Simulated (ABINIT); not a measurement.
An input for ABINIT 10.8.3 (SiC (Moissanite)):

```
acell 3*1.0 Angstrom
rprim 
  3.081000000023 -0.000000000005 0.000000000000
  -1.540500000007 2.668224269083 0.000000000000
  0.000000000000 0.000000000000 15.124800000000
ntypat 2
znucl 14 6
natom 12
typat 1 1 1 1 1 1 2 2 2 2 2 2
xred 
  0.000000000000 0.000000000000 0.000000000000
  0.000000000000 0.000000000000 0.500000000000
  0.333333333333 0.666666666667 0.166400000000
  0.666666666667 0.333333333333 0.666400000000
  0.666666666667 0.333333333333 0.332900000000
  0.333333333333 0.666666666667 0.832900000000
  0.333333333333 0.666666666667 0.041200000000
  0.666666666667 0.333333333333 0.541200000000
  0.666666666667 0.333333333333 0.208000000000
  0.333333333333 0.666666666667 0.708000000000
  0.000000000000 0.000000000000 0.374600000000
  0.000000000000 0.000000000000 0.874600000000
pp_dirpath "pseudos"
pseudos "Si.upf, C.upf"
ecut 37
iscf -2
irdden 1
kptopt 0
nkpt 39
kpt 
  0.00000000 0.00000000 0.00000000
  0.12500000 0.00000000 0.00000000
  0.25000000 0.00000000 0.00000000
  0.37500000 0.00000000 0.00000000
  0.50000000 0.00000000 0.00000000
  0.45833333 0.08333333 0.00000000
  0.41666666 0.16666666 0.00000000
  0.37500000 0.25000000 0.00000000
  0.33333333 0.33333333 0.00000000
  0.25000000 0.25000000 0.00000000
  0.16666666 0.16666666 0.00000000
  0.08333333 0.08333333 0.00000000
  0.00000000 0.00000000 0.00000000
  0.00000000 0.00000000 0.12500000
  0.00000000 0.00000000 0.25000000
  0.00000000 0.00000000 0.37500000
  0.00000000 0.00000000 0.50000000
  0.12500000 0.00000000 0.50000000
  0.25000000 0.00000000 0.50000000
  0.37500000 0.00000000 0.50000000
  0.50000000 0.00000000 0.50000000
  0.45833333 0.08333333 0.50000000
  0.41666666 0.16666666 0.50000000
  0.37500000 0.25000000 0.50000000
  0.33333333 0.33333333 0.50000000
  0.25000000 0.25000000 0.50000000
  0.16666666 0.16666666 0.50000000
  0.08333333 0.08333333 0.50000000
  0.00000000 0.00000000 0.50000000
  0.50000000 0.00000000 0.50000000
  0.50000000 0.00000000 0.37500000
  0.50000000 0.00000000 0.25000000
  0.50000000 0.00000000 0.12500000
  0.50000000 0.00000000 0.00000000
  0.33333333 0.33333333 0.50000000
  0.33333333 0.33333333 0.37500000
  0.33333333 0.33333333 0.25000000
  0.33333333 0.33333333 0.12500000
  0.33333333 0.33333333 0.00000000
istwfk *1
nband 39
nbdbuf 10
tolwfr 1e-07
nstep 50
prtwf 0
prtvol 0
indata_prefix "in"
outdata_prefix "out"
tmpdata_prefix "tmp"
```

```sh
OMP_NUM_THREADS=1 mpirun -n 4 abinit run.abi > log
```

Question: How long will it take on 4 MPI ranks of Arm Neoverse V2, shared host, and how much memory?

It took 56 s; on shared hardware allow 28 s to 1.9 min. Peak host memory was 0.53 GiB.

[Paths, hosts, dates, memory and timing lines, banners, echoed tables and standing remarks are left out of the program output.]

[Logs are printed without paths, hosts, clocks, repeated set-up lines and the standing remarks that a program may print on its own settings, such as how far it seeks lower states.]

[Runs of the session that timed out or met a known fault of the program may be left out.]

[Hosts, paths, dates, database ids (printed as entryN), source tags and the programs' standing remarks are cut or masked in the printed files.]

[G0W0 gaps are taken among the corrected bands and points alone; a level outside them can change the order at an edge.]

[Where Ansatz stands beside ABINIT at settings called matched, ABINIT's density can come from a denser mesh and the files from another edition; pairs whose starting gaps differed by over 0.03 eV were left out, so agreement reads better than it is.]
